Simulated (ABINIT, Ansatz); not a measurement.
# BaMg2Sb2 (P-3m1): G0W0 with ABINIT, start to end, part 3 of 3

How does a plane-wave GW calculation on BaMg2Sb2 (P-3m1) run from the first input to the gap?

ABINIT 10.8.3; LDA and many-body steps on it, plane waves. Known limits of the many-body steps: not at the basis limit; no spin-orbit coupling; coarse k mesh.

So far. Step 3 (Bands along the symmetry lines): The gap is 0.784 eV, as in the run before at this level. Step 4 (Empty states on the mesh, 3×3×1 mesh, 325 bands): On this mesh the gap is 1.039 eV. The earlier step found 0.784 eV, so this mesh misses an edge.

### 5. Screening, 3×3×1 mesh, 297 bands, screening to 176.9 eV

The RPA dielectric matrix is built and inverted for each q.

This step: RPA screening on LDA, plane waves, norm-conserving pseudopotentials.

Contents of run.abi:

```
acell 3*1.0 Angstrom
rprim 
  4.770000000028 -0.000000000006 0.000000000000
  -2.385000000008 4.130941176079 0.000000000000
  0.000000000000 0.000000000000 8.100000000000
ntypat 3
znucl 56 12 51
natom 5
typat 1 2 2 3 3
xred 
  0.000000000000 0.000000000000 0.000000000000
  0.333333333333 0.666666666667 0.624700000000
  0.666666666667 0.333333333333 0.375300000000
  0.333333333333 0.666666666667 0.268000000000
  0.666666666667 0.333333333333 0.732000000000
pp_dirpath "pseudos"
pseudos "Ba.upf, Mg.upf, Sb.upf"
ecut 40
ngkpt 3 3 1
nshiftk 1
shiftk 0 0 0
kptopt 1
chksymbreak 0
istwfk *1
occopt 1
irdwfk 1
optdriver 3
nband 297
ecuteps 6.5
inclvkb 2
awtr 1
symchi 1
indata_prefix "in"
outdata_prefix "out"
tmpdata_prefix "tmp"
```

Launch:

```console
> OMP_NUM_THREADS=1 mpirun -n 4 abinit run.abi > log
```

Numbers of over 12 decimals in the logs are rounded to 6 here.

The program printed:

```text
.Version 10.8.3 of ABINIT. v10.8.2 released Aug 2026.

 Symmetries : space group P-3 m 1 (#164); Bravais hP (primitive hexag.)
[... echo of the input left out ...]
== DATASET  1 ==================================================================
-   mpi_nproc: 4, omp_nthreads: 1 (-1 if OMP is not activated)

--- !DatasetInfo
iteration_state: {dtset: 1, }
dimensions: {natom: 5, nkpt: 3, mband: 297, nsppol: 1, nspinor: 1, nspden: 1, mpw: 13038, }
cutoff_energies: {ecut:  40.0, pawecutdg:  -1.0, }
electrons: {nelect:   7.60000000E+01, charge:   0.00000000E+00, occopt:   1.00000000E+00, tsmear:   1.00000000E-02, }

 SCREENING: Calculation of the susceptibility and dielectric matrices

 Based on a program developped by R.W. Godby, V. Olevano, G. Onida, and L. Reining.
 Incorporated in ABINIT by V. Olevano, G.-M. Rignanese, and M. Torrent.
.Using double precision arithmetic ; gwpc =  8

[... cell and pseudopotentials left out ...]
--------------------------------------------------------------------------------

 ==== K-mesh for the wavefunctions ====
 Number of points in the irreducible wedge :     3
[... list of points left out ...]
 Together with 12 symmetry operations and time-reversal symmetry
 yields     9 points in the full Brillouin Zone.

 ==== Q-mesh for the screening function ====
 Number of points in the irreducible wedge :     3
[... list of points left out ...]
 Together with 12 symmetry operations and time-reversal symmetry
 yields     9 points in the full Brillouin Zone.

 setmesh: FFT mesh size selected  =    32x   32x   64
          total number of points  =        65536

 vcoul_init : cutoff-mode = AUXILIARY_FUNCTION
 q-points for optical limit:   1
     1)      0.000010    0.000020    0.000030

- screening: taking advantage of time-reversal symmetry
- Maximum band index for partially occupied states nbvw = 38
- Remaining bands to be divided among processors   nbcw = 259
- Number of bands treated by each node ~64

 Number of electrons calculated from density =   76.0000; Expected =   76.0000
 average of density, n =  0.070561
 r_s =    1.5012
 omega_plasma =   25.6235 [eV]

 calculating chi0 at frequencies [eV] :
  1    0.000000E+00    0.000000E+00
  2    0.000000E+00    2.562347E+01

--------------------------------------------------------------------------------
  q-point number  1        q = ( 0.000000, 0.000000, 0.000000) [r.l.u.]
--------------------------------------------------------------------------------
[... chi0 elements left out ...]
 For q-point:  0.000010 0.000020 0.000030
  dielectric constant =  18.6559
  dielectric constant without local fields =  21.0399

  Average fulfillment of the sum rule on Im[epsilon] for q-point    1 :     63.06  [%]
[... wings left out ...]
  q-point number  2        q = ( 0.333333, 0.000000, 0.000000) [r.l.u.]
--------------------------------------------------------------------------------
[... chi0 elements left out ...]
  Average fulfillment of the sum rule on Im[epsilon] for q-point    2 :     65.82  [%]

 [... 1 further q-points ...]
```

Elapsed: 2.2 min, on 4 MPI ranks of Intel Xeon Platinum 8488C (Sapphire Rapids), shared host; peak memory 2.2 GiB; 8.9 min of CPU time.

This step gave:

```
ε∞ with local fields, on this mesh, along the program's q direction : 18.66
the same without local fields                                       : 21.04
plasma frequency                                                    : 25.62 eV
plane waves in the screening matrix                                 : 869
```

Local fields lower ε∞ by 11 %. On a Γ-centred mesh this coarse the value itself is usually too large, while a short band sum pulls it down.

### 6. Self-energy, 3×3×1 mesh, 297 bands, screening to 176.9 eV

The self-energy is evaluated for the states that the input lists, and the levels follow from it, in one-shot runs by the linearised quasiparticle equation.

This step: G0W0 on LDA, plane waves, norm-conserving pseudopotentials.

run.abi: that of step 5 with these lines changed.

```diff
@@ -26,8 +26,17 @@
 irdwfk 1
-optdriver 3
+optdriver 4
 nband 297
+gwcalctyp 0
+ecutsigx 40
+symsigma 1
+nkptgw 2
+kptgw 
+  0.0000000000 0.0000000000 0.0000000000
+  0.3333333333 0.0000000000 0.0000000000
+bdgw 
+  37 40
+  37 40
 ecuteps 6.5
-inclvkb 2
-awtr 1
-symchi 1
+irdscr 1
+ppmodel 1
 indata_prefix "in"
```

The program printed:

```text
.Version 10.8.3 of ABINIT. v10.8.2 released Aug 2026.

 Symmetries : space group P-3 m 1 (#164); Bravais hP (primitive hexag.)
[... echo of the input left out ...]
== DATASET  1 ==================================================================
-   mpi_nproc: 4, omp_nthreads: 1 (-1 if OMP is not activated)

--- !DatasetInfo
iteration_state: {dtset: 1, }
dimensions: {natom: 5, nkpt: 3, mband: 297, nsppol: 1, nspinor: 1, nspden: 1, mpw: 13038, }
cutoff_energies: {ecut:  40.0, pawecutdg:  -1.0, }
electrons: {nelect:   7.60000000E+01, charge:   0.00000000E+00, occopt:   1.00000000E+00, tsmear:   1.00000000E-02, }

 SIGMA: Calculation of the GW corrections

 Based on a program developped by R.W. Godby, V. Olevano, G. Onida, and L. Reining.
 Incorporated in ABINIT by V. Olevano, G.-M. Rignanese, and M. Torrent.
.Using double precision arithmetic ; gwpc =  8

[... cell and pseudopotentials left out ...]
--------------------------------------------------------------------------------

 ==== K-mesh for the wavefunctions ====
 Number of points in the irreducible wedge :     3
[... list of points left out ...]
 Together with 12 symmetry operations and time-reversal symmetry
 yields     9 points in the full Brillouin Zone.

 ==== Q-mesh for screening function ====
 Number of points in the irreducible wedge :     3
[... list of points left out ...]
 Together with 12 symmetry operations and time-reversal symmetry
 yields     9 points in the full Brillouin Zone.

 vcoul_init : cutoff-mode = AUXILIARY_FUNCTION
 q-points for optical limit:   1
     1)      0.000010    0.000020    0.000030
 setmesh: FFT mesh size selected  =    45x   45x   90
          total number of points  =       182250

 Number of electrons calculated from density =   76.0000; Expected =   76.0000
 average of density, n =  0.070561
 r_s =    1.5012
 omega_plasma =   25.6235 [eV]

 === KS Band Gaps ===
  >>>> For spin  1
   Minimum direct gap =   1.4211 [eV], located at k-point      :   0.0000  0.0000  0.0000
   Fundamental gap    =   1.0391 [eV], Top of valence bands at :   0.0000  0.0000  0.0000
                                       Bottom of conduction at :   0.3333  0.0000  0.0000
 SIGMA fundamental parameters:
 PLASMON POLE MODEL  1
 number of plane-waves for SigmaX                12973
 number of plane-waves for SigmaC and W            869
 number of plane-waves for wavefunctions         12973
 number of bands                                   297
 number of independent spin polarizations            1
 number of spinorial components                      1
 number of k-points in IBZ                           3
 number of q-points in IBZ                           3
 number of symmetry operations                      12
 number of k-points in BZ                            9
 number of q-points in BZ                            9
 number of frequencies for dSigma/dE                 9
 frequency step for dSigma/dE [eV]                0.25
 number of omega for Sigma on real axis              0
 max omega for Sigma on real axis  [eV]           0.00
 zcut for avoiding poles [eV]                     0.10

 EPSILON^-1 parameters (SCR file):
 dimension of the eps^-1 matrix on file            869
 dimension of the eps^-1 matrix used               869
 number of plane-waves for wavefunctions         12973
 number of bands                                   297
 number of q-points in IBZ                           3
 number of frequencies                               2
 number of real frequencies                          1
 number of imag frequencies                          1

 matrix elements of self-energy operator (all in [eV])

 Perturbative Calculation

--- !SelfEnergy_ee
iteration_state: {dtset: 1, }
kpoint     : [   0.000,    0.000,    0.000, ]
spin       : 1
KS_gap     :    1.421
QP_gap     :    2.113
Delta_QP_KS:    0.692
data: !SigmaeeData |
     Band     E0 <VxcDFT>   SigX SigC(E0)      Z dSigC/dE  Sig(E)    E-E0       E
       37   4.954 -11.883 -13.181   1.016   0.782  -0.278 -12.104  -0.221   4.733
       38   4.954 -11.883 -13.181   1.016   0.782  -0.278 -12.104  -0.221   4.733
       39   6.375 -10.029  -5.517  -3.918   0.791  -0.264  -9.559   0.470   6.845
       40   6.419  -9.957  -5.921  -3.592   0.789  -0.268  -9.606   0.350   6.769

--- !SelfEnergy_ee
iteration_state: {dtset: 1, }
kpoint     : [   0.333,    0.000,    0.000, ]
spin       : 1
KS_gap     :    1.883
QP_gap     :    2.358
Delta_QP_KS:    0.476
data: !SigmaeeData |
     Band     E0 <VxcDFT>   SigX SigC(E0)      Z dSigC/dE  Sig(E)    E-E0       E
       37   3.944 -11.038 -12.564   1.176   0.778  -0.285 -11.311  -0.273   3.672
       38   4.111 -11.238 -12.686   1.113   0.779  -0.283 -11.499  -0.261   3.850
       39   5.993  -8.679  -4.751  -3.657   0.793  -0.261  -8.464   0.215   6.208
       40   7.510  -9.483  -4.982  -4.058   0.788  -0.269  -9.134   0.349   7.859

== END DATASET(S) ==============================================================
================================================================================

 -outvars: echo values of variables after computation  --------
           etotal      0.0000000000E+00
            nband         297
             nkpt           3
          spgroup         164
 [... the other variables as echoed above ...]

 Calculation completed.
```

It took 82 s on 4 MPI ranks; peak memory 2.2 GiB.

Numbers from this step:

| Item | Value |
| --- | --- |
| G0W0 gap on the points computed | 1.475 eV |
| starting gap on the mesh | 1.039 eV |
| k of the valence top | 0, 0, 0 |
| k of the conduction bottom | 0.3333, 0, 0 |
| Z at the valence top | 0.782 |
| Z at the conduction bottom | 0.793 |
| least direct G0W0 gap on the computed points | 2.036 eV |

The gap on the mesh goes from 1.04 eV to 1.48 eV, a correction of +0.44 eV. The start differs from the 0.78 eV found before because the two sample other k points.

Limits: finite bands, cutoff and mesh; no spin-orbit coupling; coarse k mesh. v1 is the top filled band, c1 the lowest empty one. The levels before and after the correction (eV, zero at the valence-band top of each column):

```tsv
	conduction bottom	valence top
Kohn-Sham	1.04	0.00
G0W0	1.48	0.00
```

```tsv
	level	energy (eV)
Kohn-Sham	Γ v2-v1	0.000
Kohn-Sham	Γ c1	1.421
Kohn-Sham	Γ c2	1.465
Kohn-Sham	(0.333 0 0) v2	-1.010
Kohn-Sham	(0.333 0 0) v1	-0.844
Kohn-Sham	(0.333 0 0) c1	1.039
Kohn-Sham	(0.333 0 0) c2	2.556
G0W0	Γ v2-v1	0.000
G0W0	Γ c1	2.112
G0W0	Γ c2	2.036
G0W0	(0.333 0 0) v2	-1.061
G0W0	(0.333 0 0) v1	-0.883
G0W0	(0.333 0 0) c1	1.475
G0W0	(0.333 0 0) c2	3.126
```

### 7. Where the time went

Times are wall times on 4 MPI ranks of Intel Xeon Platinum 8488C (Sapphire Rapids), shared host, good to a factor of about two.

```tsv
step	time	share	memory (GiB)
ground state	3.2 min	20 %	0.73
bands along the symmetry lines	4.3 min	27 %	1.1
empty states on the mesh	5 min	31 %	0.63
screening	2.2 min	14 %	2.2
self-energy	82 s	8 %	2.2
```

### 8. What came out

```yaml
lda_gap: 0.78 eV, indirect
g0w0_gap_on_the_mesh: 1.48 eV
g0w0_gap_over_the_zone_rigid_shift: 1.22 eV
gw_settings: 3×3×1 mesh, 297 bands, screening to 176.9 eV, Godby-Needs plasmon pole
known_limits: not at the basis limit; no spin-orbit coupling; coarse k mesh
```

G0W0 moves the gap on the mesh from 1.04 eV to 1.48 eV (+0.44 eV), with Z of 0.78 and 0.79 at the edges. The mesh misses the band edges by 0.26 eV in all; a rigid shift gives 1.22 eV for the zone. Local fields lower the RPA ε∞ on this mesh from 21.04 to 18.66; a Γ-centred mesh this coarse tends to raise both, most where the direct gap is narrow, while a short band sum lowers them. Only 2 of the mesh's irreducible points were corrected, so a valley elsewhere could overtake. Bands and cutoff are finite, so the gap is not at the basis limit. The miss can reach some tenths of an eV and take either sign; the mesh is an error of its own. In the G0W0 run levels were corrected at 2 k points alone, so a gap called «on the mesh» is the least over those, and an edge elsewhere would be missed. A denser mesh or path gives a starting gap of 0.78 eV: the GW mesh misses a band edge, so its gaps are not the fundamental one. The 3×3×1 mesh is coarse for this cell, which bears on the long-range parts of exchange and screening. The many-body steps are scalar-relativistic: spin-orbit coupling is not in them.

[Paths, hosts, dates, memory and timing lines, banners, echoed tables and standing remarks are left out of the program output.]

[Logs are printed without paths, hosts, clocks, repeated set-up lines and the standing remarks that a program may print on its own settings, such as how far it seeks lower states.]

[Runs of the session that timed out or met a known fault of the program may be left out.]

[Hosts, paths, dates, database ids (printed as entryN), source tags and the programs' standing remarks are cut or masked in the printed files.]

[G0W0 gaps are taken among the corrected bands and points alone; a level outside them can change the order at an edge.]

[Where Ansatz stands beside ABINIT at settings called matched, ABINIT's density can come from a denser mesh and the files from another edition; pairs whose starting gaps differed by over 0.03 eV were left out, so agreement reads better than it is.]
